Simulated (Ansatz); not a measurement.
# From HSE06 to G0W0: NbInO4 (P2/c)

Wanted: the gap of NbInO4 (P2/c) with a many-body correction, and the time that it takes.

Program: Ansatz 0.2.0. Level of theory: HSE06, then G0W0 on it, plane waves, PAW. Results are calculated unless marked as measured.

**Experimental background.**

- Gap 4.7 eV: direct gap from Elliott-Toyozawa fit; diffuse reflectance; 300 K; powder (“Accurate Determination of the Band-Gap Energy of the Rare-Earth Niobate Series”, 2024, arxiv:2401.13477).

In doubt: masses and optical values from hybrid runs of this build are listed as unsure (step 3), which bears on the screening that GW takes from such a start.

## Step 1: Set-up

It takes space group P2/c (No. 13, monoclinic). Conventional cell: a = 4.835 Å, b = 5.771 Å, c = 5.144 Å, α = 90.00°, β = 91.13°, γ = 90.00°. Nb has 6 O at 1.88 to 2.15 Å nearest. Nearest to In lie 6 O at 2.10 to 2.23 Å. Nearest to O lie 1 Nb at 1.88 Å and 2 In at 2.15 to 2.23 Å. Nearest to O lie 2 Nb at 1.98 to 2.15 Å and 1 In at 2.10 Å. Farther neighbours and most contacts between anions are not listed.

The cell and positions come from the Crystallography Open Database and are kept as given unless a step says otherwise. The default PAW set here is soft_2. Its files were made with PBE.

## Step 2: HSE06 levels on the mesh and at listed points

HSE06 mixes in a quarter of exact exchange at short range.

This step: DFT, HSE06, plane waves, PAW.

input.yaml reads:

```yaml
crystal:
  lattice:
    - [4.8355, 0.0, 0.0]
    - [0.0, 5.7709, 0.0]
    - [-0.1014445258, 0.0, 5.1429996119]
  atoms:
    - { symbol: Nb, position: [0.0, 0.1779, 0.25] }
    - { symbol: Nb, position: [0.0, 0.8221, 0.75] }
    - { symbol: In, position: [0.5, 0.6825, 0.25] }
    - { symbol: In, position: [0.5, 0.3175, 0.75] }
    - { symbol: O, position: [0.26, 0.618, 0.901] }
    - { symbol: O, position: [0.74, 0.618, 0.599] }
    - { symbol: O, position: [0.74, 0.382, 0.099] }
    - { symbol: O, position: [0.26, 0.382, 0.401] }
    - { symbol: O, position: [0.217, 0.898, 0.438] }
    - { symbol: O, position: [0.783, 0.898, 0.062] }
    - { symbol: O, position: [0.783, 0.102, 0.562] }
    - { symbol: O, position: [0.217, 0.102, 0.938] }
kpoints:
  mp_grid: { grid: [4, 4, 4] }
  band_path:
    path:
      - [0.0, 0.0, 0.0]
      - [0.0, 0.5, 0.0]
      - [0.0, 0.5, 0.5]
      - [0.0, 0.0, 0.5]
      - [-0.5, 0.0, 0.5]
      - [-0.5, 0.5, 0.5]
      - [-0.5, 0.5, 0.0]
      - [-0.5, 0.0, 0.0]
      - [0.3333333333, 0.0, -0.25]
      - [0.1666666667, 0.0, -0.5]
    npoints: 1
hamiltonian:
  xc: hse06
scf:
  occupations: { method: fixed }
  n_extra_bands: 8
output:
  eigenvalues: true
```

Started as:

```bash
$ ansatz run input.yaml --threads 24 --pin off --max-ram 82944MiB --backend cuda --events-out ev --progress --plain --runs-dir out --devices 1 --max-vram 78GiB
```

Numbers of over 12 decimals in the logs are rounded to 6 here.

What it wrote:

```text
scf.n_extra_bands = 8 over 50 filled bands (N_el = 100.0): the run solves 58 bands
GPUs: using 1 of 1 available (devices: 1).
Engine: ansatz 0.2.0, aarch64-unknown-linux-gnu
Pseudopotentials: kind: paw
Pseudopotential: Nb, paw, valence charge 13, recommended cutoff 420 eV (normal), Nb.paw.azcp
Pseudopotential: In, paw, valence charge 13, recommended cutoff 420 eV (normal), In.paw.azcp
Pseudopotential: O, paw, valence charge 6, recommended cutoff 420 eV (normal), O.paw.azcp
Functional definition: HSE06
  parameter a = 0.25
  parameter omega = 0.11/bohr
  exchange = pbe_x - a*pbe_x_sr(omega) + a*exact_x_sr(omega)
  correlation = pbe_c
davidson cushion auto → on  (no smearing: the cushion is to keep the highest requested band from converging to the state above it; pin scf.eigensolver.cushion to override)
[...]
Crystal: 12 atoms, lattice volume = 143.516 Å³
Basis set: ecut = 420 eV, 2809 PW (Γ)
Bands: 58, of which v1, the nominal top of the filled ones, is band 50 counted from 1 (49 counted from 0)
Symmetry: 4 space group operations
Space group: P2/c (ITA 13), of the structure as read, at distance tolerance 5.2e-5 Å
k-points: 30 of 64
Non-local potential: Nb, projectors of the file, l = 0: 3, l = 1: 2, l = 2: 2, l = 3: 1
Non-local potential: In, projectors of the file, l = 0: 2, l = 1: 2, l = 2: 2, l = 3: 2
Non-local potential: O, projectors of the file, l = 0: 2, l = 1: 2, l = 2: 1
PAW form: soft (Blöchl's): semilocal exchange-correlation on the pseudo side does not see the compensation charge
PAW frozen core: Nb, regenerated for the run's functional, and the local potential with it (the file was generated under x = pbe(κ = 0.804, μ = 0.219515), c = pbe(β = 0.066725))
PAW frozen core: In, regenerated for the run's functional, and the local potential with it (the file was generated under x = pbe(κ = 0.804, μ = 0.219515), c = pbe(β = 0.066725))
PAW frozen core: O, regenerated for the run's functional, and the local potential with it (the file was generated under x = pbe(κ = 0.804, μ = 0.219515), c = pbe(β = 0.066725))
PAW one-centre angular grid: Nb, 590 points (default); XC on 64 Gauss nodes
PAW one-centre angular grid: In, 590 points (default); XC on 64 Gauss nodes
PAW one-centre angular grid: O, 110 points (default); XC on 96 Gauss nodes
Initial density: superposition of atomic densities (neutral atoms: chi_scale 0, normalization atom), corrected by the library's trained network
Initial wavefunctions: pseudopotential atomic-orbital guess
[...]
Functional: x = pbe(κ = 0.804, μ = 0.219515), c = pbe(β = 0.066725), warm-up for x = pbe(κ = 0.804, μ = 0.219515) + 0.25 (exact − pbe) at short range (hse, ω = 0.207870 Å⁻¹), c = pbe(β = 0.066725); HSE06 as pw.x's `hse` composes it (authors' and Libxc's form: `xc: wpbeh`)
SCF iter   1: F=—  HF=-24846.581962 eV  |F-HF|=—  |Δ(HF+E_count)|=         —  Δρ=2.43e-3  dr2=2.91e-3  ethr=1.77e-3  ⟨swp⟩=5.5  Hψ=8175  notcnv=0
preconditioner: auto → none  [insulator: Δε(μ)=3.359 eV  Ē_g=14.995 eV  n_scr=38 (ndim 8)  ℏωp=30.4 eV  f_vac=0.027]
SCF iter   2: F=—  HF=-24846.590606 eV  |F-HF|=—  |Δ(HF+E_count)|=   8.64e-3  Δρ=1.73e-3  dr2=3.39e-3  ethr=2.91e-6  ⟨swp⟩=6.1  Hψ=7434  notcnv=0  defer=14
SCF iter   3: F=-24846.590293 eV  HF=-24846.590651 eV  |F-HF|=3.57e-4  |Δ(HF+E_count)|=   4.46e-5  Δρ=9.04e-4  dr2=9.79e-4  ethr=2.91e-6  ⟨swp⟩=3.4  Hψ=4614  notcnv=0
SCF 1 stopped early in 3 iterations: F = -24846.590293 eV  dr2 = 9.79e-4
  greatest PAW one-centre occupation: 0.999 electrons in one spin orbital (limit 2), on the Nb atom at site 1 (counted from 0), in its partial waves of l = 0
[...]
Exchange kernel: α = 0.2500, screened, ω = 0.2079 Å⁻¹, Wigner–Seitz truncation, v(0) = 1045.6936 eV·Å³, q-mesh 4×4×4, nearest image of the exchange supercell L = 19.34 Å, pair-density grid 25×32×30, without the augmentation charges, whose exchange is taken in its separable form by FFT convolution over the k-point mesh (sized by the pseudopotential files, 36×40×36 at the most), smooth part of the exact exchange by density-matrix convolution in up to 6.59 GiB of GPU memory as planned if the GPU has room (build and FFT work areas not counted)
Frozen-core exchange: fock
SCF iter   1: F=—  HF=-24857.404669 eV  |F-HF|=—  |Δ(HF+E_count)|=         —  Δρ=1.71e-2  dr2=7.38e-1  ethr=9.79e-6  ⟨swp⟩=6.9  Hψ=8329  notcnv=0
preconditioner: auto → none  [insulator: Δε(μ)=5.226 eV  Ē_g=14.654 eV  n_scr=38 (ndim 8)  ℏωp=28.4 eV  f_vac=0.027]
SCF iter   2: F=—  HF=-24857.319347 eV  |F-HF|=—  |Δ(HF+E_count)|=   8.53e-2  Δρ=1.61e-2  dr2=5.10e-1  ethr=9.79e-6  ⟨swp⟩=6.0  Hψ=7638  notcnv=0
[...]
SCF iter   7: F=-24857.268169 eV  HF=-24857.268176 eV  |F-HF|=7.20e-6  |Δ(HF+E_count)|=   5.77e-5  Δρ=1.20e-4  dr2=1.98e-5  ethr=2.58e-7  ⟨swp⟩=2.7  Hψ=3870  notcnv=0
SCF 2 stopped early in 7 iterations: F = -24857.268169 eV  dr2 = 1.98e-5
  greatest PAW one-centre occupation: 1.000 electrons in one spin orbital (limit 2), on the Nb atom at site 1 (counted from 0), in its partial waves of l = 0
hybrid outer 1: dexx = +6.388e-2 eV, tail = 1.48e-4 eV
[...]
Exchange kernel: α = 0.2500, screened, ω = 0.2079 Å⁻¹, Wigner–Seitz truncation, v(0) = 1045.6936 eV·Å³, q-mesh 4×4×4, nearest image of the exchange supercell L = 19.34 Å, pair-density grid 25×32×30, without the augmentation charges, whose exchange is taken in its separable form by FFT convolution over the k-point mesh (sized by the pseudopotential files, 36×40×36 at the most), smooth part of the exact exchange by density-matrix convolution in up to 6.59 GiB of GPU memory as planned if the GPU has room (build and FFT work areas not counted)
Frozen-core exchange: fock
SCF iter   1: F=—  HF=-24857.266745 eV  |F-HF|=—  |Δ(HF+E_count)|=         —  Δρ=1.53e-4  dr2=3.19e-5  ethr=7.40e-7  ⟨swp⟩=5.2  Hψ=3988  notcnv=0
[...]
iter 2 solved again at ethr=2.74e-9 eV; its pass at ethr=3.00e-8 eV (dr2=2.74e-6 eV) is discarded
SCF iter   2: F=—  HF=-24857.266740 eV  |F-HF|=—  |Δ(HF+E_count)|=   4.69e-6  Δρ=5.13e-5  dr2=3.04e-6  ethr=2.74e-9  ⟨swp⟩=2.3  Hψ=8976  notcnv=0
SCF iter   3: F=—  HF=-24857.266741 eV  |F-HF|=—  |Δ(HF+E_count)|=   1.33e-6  Δρ=2.37e-5  dr2=6.11e-7  ethr=2.71e-9  ⟨swp⟩=5.6  Hψ=4193  notcnv=0  defer=45
SCF iter   4: F=-24857.266741 eV  HF=-24857.266741 eV  |F-HF|=4.34e-9  |Δ(HF+E_count)|=   9.52e-8  Δρ=8.49e-6  dr2=4.53e-8  ethr=5.24e-10  ⟨swp⟩=3.3  Hψ=4368  notcnv=0  defer=3
SCF 3 converged in 4 iterations: F = -24857.266741 eV  dr2 = 4.53e-8
hybrid outer 2: dexx = +2.037e-6 eV, tail = 1.24e-7 eV, Δε = 4.23e-3 eV (about 1.57e-4 eV left of the loop's levels)
the search or the solves at the SCF's close seem to have found levels that the self-consistency loop had missed (the run counts 1). By its estimate they hold under 1e-12 electrons; where the run keeps them, the occupations were computed again with them
[...]
NSCF: frozen V_eff on 10 k-points
hybrid SCF converged: 2 outer / 11 inner (+3 warm-up), last move |dexx| = 2.04e-6 eV, tail = 1.24e-7 eV
Stability not checked: this state was not tested for a lower state beside it, because the functional holds exact exchange (a hybrid, or Hartree-Fock), whose exchange loop this test does not read (fock_operator; see scf.lower_state_search)
Free energy (F): -24857.266741 eV
Frozen-core exchange: fock
Harris-Foulkes:  -24857.266741 eV  (|F-HF|=4.34e-9)
Internal energy: -24857.266741 eV  (E = F + TS)
E sigma→0 (E₀):  -24857.266741 eV
Fermi energy:    7.885016 eV
--- Per-component energies (eV) ---
  E_band       = -501.099943
  E_kinetic    = 2690.546569
  E_local      = -6451.299757  (includes V_loc(G=0)·N_el)
  E_nonlocal   = 1343.449010
  E_hartree    = 2308.760830
  E_xc         = -1093.945338
  E_vxc        = -1093.383664  (∫ρ·V_xc dr)
  E_exx        = -293.648156  (= α·E_x^exact, valence–valence)
  E_paw        = -15727.193273  (= ΣΔE_a)
  E_vpaw       = -1020.657344  (= ΣTr[D̂ρ^β])
  E_aug_tail   = 0.019499  (compensation charges beyond the density's cutoff)
  E_ewald      = -7633.930159
  E_core_change = -0.025965  (= ΣΔE_core)
  E_smearing   = -0.000000  (= −TS)
  E_closure    = 0.000000  (closes the sum)
  Σ components = -24857.266741   (vs F -24857.266741, Δ=0.00e0)
--- Band table (eV; the first three rows and the last of 30) ---
  k-point 0: bands = [... 46 lower, 7.3209, 7.4194, 7.6879, 7.7152, 12.9864, 13.4967, 13.6028, 13.6281, ... 4 higher]
  k-point 1: bands = [... 46 lower, 7.4400, 7.5029, 7.6962, 7.7485, 12.9285, 13.1373, 13.5145, 13.5435, ... 4 higher]
  k-point 2: bands = [... 46 lower, 7.4313, 7.4313, 7.6665, 7.6665, 12.8685, 12.8685, 13.5689, 13.5689, ... 4 higher]
  k-point 29: bands = [... 46 lower, 6.9957, 6.9957, 7.5309, 7.5309, 13.5087, 13.5087, 13.5562, 13.5562, ... 4 higher]
```

Elapsed: 12 s, on 1 × NVIDIA GB200 (shared by 2 runs) with 24 threads of Arm Neoverse V2, shared host; peak memory 2 GiB.

This step gave:

```yaml
gap: 4.840 eV
valence_top_at: k = (0.333, 0.000, -0.250)
conduction_bottom_at: k = (0.167, 0.000, -0.500)
least_direct_gap: 5.000 eV
exact_exchange_fraction: 0.25
```

Over mesh and listed points the gap is 4.840 eV, from k = (0.333, 0.000, -0.250) to k = (0.167, 0.000, -0.500). The least direct gap found is 5.000 eV, at k = (0.000, 0.500, 0.000). On the 4×4×4 mesh alone the same run gives 4.898 eV, so that mesh misses an edge of HSE06: 4.898 − 4.840 = +0.058 eV.

## Step 3: One-shot GW

G0W0 replaces the xc potential by a self-energy built once from the orbitals of the start. Levels are corrected in the window of bands that the input names, at points of the mesh.

This step: G0W0 on HSE06, plane waves, PAW.

input.yaml, the sections that differ from step 2:

```yaml
kpoints:
  mp_grid: { grid: [4, 2, 4] }
scf:
  occupations: { method: fixed }
gw:
  n_empty_bands: 306
  ecut_chi: 96
  qp_bands: [v4, c4]
  qp_kpoints: band_edges
  screening: { model: contour_deformation }
# crystal, hamiltonian: as in step 2
# output: removed
```

What it wrote:

```text
GPUs: using 1 of 1 available (devices: 1).
[...]
Crystal: 12 atoms, lattice volume = 143.516 Å³
Basis set: ecut = 420 eV, 2809 PW (Γ)
Bands: 62, of which v1, the nominal top of the filled ones, is band 50 counted from 1 (49 counted from 0)
Symmetry: 4 space group operations
[...]
k-points: 20 of 32
[...]
SCF iter   1: F=—  HF=-24846.571949 eV  |F-HF|=—  |Δ(HF+E_count)|=         —  Δρ=2.41e-3  dr2=2.81e-3  ethr=1.77e-3  ⟨swp⟩=5.9  Hψ=5806  notcnv=0
[...]
SCF iter   3: F=-24846.579349 eV  HF=-24846.579695 eV  |F-HF|=3.46e-4  |Δ(HF+E_count)|=   2.27e-4  Δρ=9.01e-4  dr2=9.47e-4  ethr=2.58e-6  ⟨swp⟩=3.3  Hψ=3252  notcnv=0
SCF 1 stopped early in 3 iterations: F = -24846.579349 eV  dr2 = 9.47e-4
[...]
Frozen-core exchange: fock
[...]
hybrid outer 1: dexx = +5.911e-2 eV, tail = 1.45e-4 eV
[...]
SCF 3 converged in 4 iterations: F = -24857.257625 eV  dr2 = 5.70e-8
[...]
12    54     13.8267   -13.5940    -4.7207   -19.1920  0.8040    14.7116    14.7039  root
    13    47      7.0691   -26.2799     4.3135   -22.2352  0.7820     7.3371     7.3378  root
    13    48      7.1245   -25.7997     4.2756   -21.7816  0.7812     7.3813     7.3820  root
    13    49      7.6166   -26.0020     4.4608   -21.8504  0.7775     7.9249     7.9259  root
    13    50      7.6183   -26.2558     4.3876   -22.1716  0.7802     7.9209     7.9218  root
    13    51     13.0013   -12.9708    -4.8208   -18.5652  0.8137    13.7804    13.7749  root
    13    52     13.1278   -12.5586    -4.5822   -17.8744  0.8204    13.8659    13.8614  root
    13    53     13.7942   -13.8536    -4.7257   -19.4516  0.8021    14.6743    14.6665  root
    13    54     13.8632   -13.9087    -4.7778   -19.5946  0.8019    14.7796    14.7713  root
    14    47      7.5275   -26.9464     4.1539   -23.1064  0.7893     7.8405     7.8414  root
    14    48      7.5794   -25.9153     4.5351   -21.6803  0.7757     7.8785     7.8794  root
    14    49      7.6103   -26.3517     4.3700   -22.2759  0.7810     7.9036     7.9045  root
    14    50      7.8075   -26.2707     4.5718   -22.0229  0.7774     8.1304     8.1315  root
    14    51     13.4067   -13.4761    -4.8793   -19.1998  0.8047    14.2583    14.2512  root
    14    52     13.4326   -13.2449    -4.6211   -18.7113  0.8078    14.2845    14.2778  root
    14    53     13.4528   -13.5532    -4.7740   -19.1766  0.8067    14.3091    14.3021  root
    14    54     13.9304   -13.7896    -4.8851   -19.5538  0.7993    14.8177    14.8094  root
    15    47      7.3324   -25.9313     4.4906   -21.7065  0.7764     7.5974     7.5982  root
    15    48      7.4176   -26.8483     4.1817   -22.9724  0.7888     7.7226     7.7234  root
    15    49      7.7038   -26.1450     4.5569   -21.9000  0.7767     8.0146     8.0157  root
    15    50      7.7940   -26.3638     4.4230   -22.2621  0.7802     8.1144     8.1154  root
    15    51     13.2280   -13.2710    -4.8580   -18.9461  0.8092    14.0514    14.0450  root
    15    52     13.4791   -12.9277    -4.7759   -18.4929  0.8088    14.2745    14.2685  root
    15    53     13.6662   -13.4877    -4.7682   -19.0986  0.8039    14.5160    14.5088  root
    15    54     13.7845   -13.8281    -4.5893   -19.3070  0.8045    14.6817    14.6741  root
    16    47      7.3419   -26.6365     4.3159   -22.6099  0.7840     7.6305     7.6313  root
    16    48      7.3419   -26.6365     4.3159   -22.6099  0.7840     7.6305     7.6313  root
    16    49      7.6843   -26.2202     4.4781   -22.0551  0.7785     7.9963     7.9973  root
    16    50      7.6843   -26.2202     4.4781   -22.0551  0.7785     7.9963     7.9973  root
    16    51     13.3396   -13.1407    -4.7237   -18.6657  0.8102    14.1470    14.1410  root
    16    52     13.3396   -13.1407    -4.7237   -18.6657  0.8102    14.1470    14.1410  root
    16    53     13.7661   -13.4987    -4.7292   -19.0579  0.8048    14.6031    14.5962  root
    16    54     13.7661   -13.4987    -4.7292   -19.0579  0.8048    14.6031    14.5962  root
    17    47      7.2064   -25.9860     4.2889   -21.9825  0.7806     7.4910     7.4918  root
    17    48      7.3288   -26.2998     4.3506   -22.2639  0.7834     7.6425     7.6434  root
    17    49      7.5068   -25.8648     4.4888   -21.6678  0.7760     7.7976     7.7986  root
    17    50      7.6317   -26.1997     4.6039   -21.9060  0.7762     7.9409     7.9419  root
    17    51     13.4192   -13.4680    -4.9721   -19.2649  0.8042    14.2509    14.2440  root
    17    52     13.5086   -13.2795    -4.5033   -18.5633  0.8194    14.2943    14.2892  root
    17    53     13.6272   -13.6688    -4.8161   -19.3471  0.8033    14.4970    14.4895  root
[...]
18    51     13.2963   -13.0912    -5.0013   -18.8954  0.8071    14.1057    14.0993  root
    18    52     13.3297   -12.7565    -4.6252   -18.1285  0.8194    14.0813    14.0765  root
    18    53     13.8072   -13.9522    -4.7055   -19.5256  0.8022    14.6828    14.6751  root
    18    54     13.8624   -14.0258    -4.6585   -19.5958  0.8031    14.7820    14.7738  root
    19    47      6.9976   -26.1163     4.4171   -21.9626  0.7810     7.2603     7.2610  root
    19    48      6.9976   -26.1163     4.4171   -21.9626  0.7810     7.2603     7.2610  root
    19    49      7.5325   -26.0429     4.4773   -21.8568  0.7779     7.8228     7.8237  root
    19    50      7.5325   -26.0429     4.4773   -21.8568  0.7779     7.8228     7.8237  root
    19    51     13.5096   -13.0075    -4.7147   -18.5038  0.8131    14.2968    14.2912  root
    19    52     13.5096   -13.0075    -4.7147   -18.5038  0.8131    14.2968    14.2912  root
    19    53     13.5566   -13.4771    -4.8064   -19.1099  0.8053    14.3897    14.3829  root
    19    54     13.5566   -13.4771    -4.8064   -19.1099  0.8053    14.3897    14.3829  root
```

It took 31 s on 1 × NVIDIA GB200 (shared by 2 runs) with 24 threads; peak memory 2.6 GiB; 94 s of CPU time.

Numbers from this step:

- bands summed: 356
- RPA ε∞ on this mesh (eigenvalues): 3.902, 3.972, 4.173
- plane waves in the screening matrix: 295
- q-points in the mesh: 32
- G0W0 gap over the corrected points: 5.311 eV
- k of the valence top: 0.25, 0, -0.25
- k of the conduction bottom: 0.25, 0, -0.5
- starting gap on the mesh: 4.899 eV
- Z at the valence top: 0.7809
- Z at the conduction bottom: 0.8215
- least direct G0W0 gap over the corrected points: 5.417 eV

Over all 20 irreducible mesh points the G0W0 gap is 5.311 eV, from k = (0.250, 0.000, -0.250) to k = (0.250, 0.000, -0.500). The HSE06 gap of this run on the mesh is 4.899 eV. The two states that bound the G0W0 gap lie that far apart at the start, so the correction of the gap is 5.311 − 4.899 = +0.412 eV. The start of this run differs from the step before in mesh (4×4×4 and 4×2×4).

(Continued in part 2 of 2.)

[Paths, hosts, dates, memory and timing lines, banners, echoed tables and standing remarks are left out of the program output.]

[Logs are printed without paths, hosts, clocks, repeated set-up lines and the standing remarks that a program may print on its own settings, such as how far it seeks lower states.]

[Runs of the session that timed out or met a known fault of the program may be left out.]

[Cells called generated may have been cut or substituted from an entry of the Crystallography Open Database or the Materials Project.]

[Hosts, paths, dates, database ids (printed as entryN), source tags and the programs' standing remarks are cut or masked in the printed files.]

[Where an RPA ε∞ is given, it is that of the G0W0 mesh and is not shown converged in it. Names of k-points follow the symmetry that the program found, which can be lower than the space group named. Band edges on a path are those of the sampled points; other points can move an edge, and change direct to indirect where valleys lie close.]

[Hybrid gaps are those of their k-mesh and are not shown converged in it.]
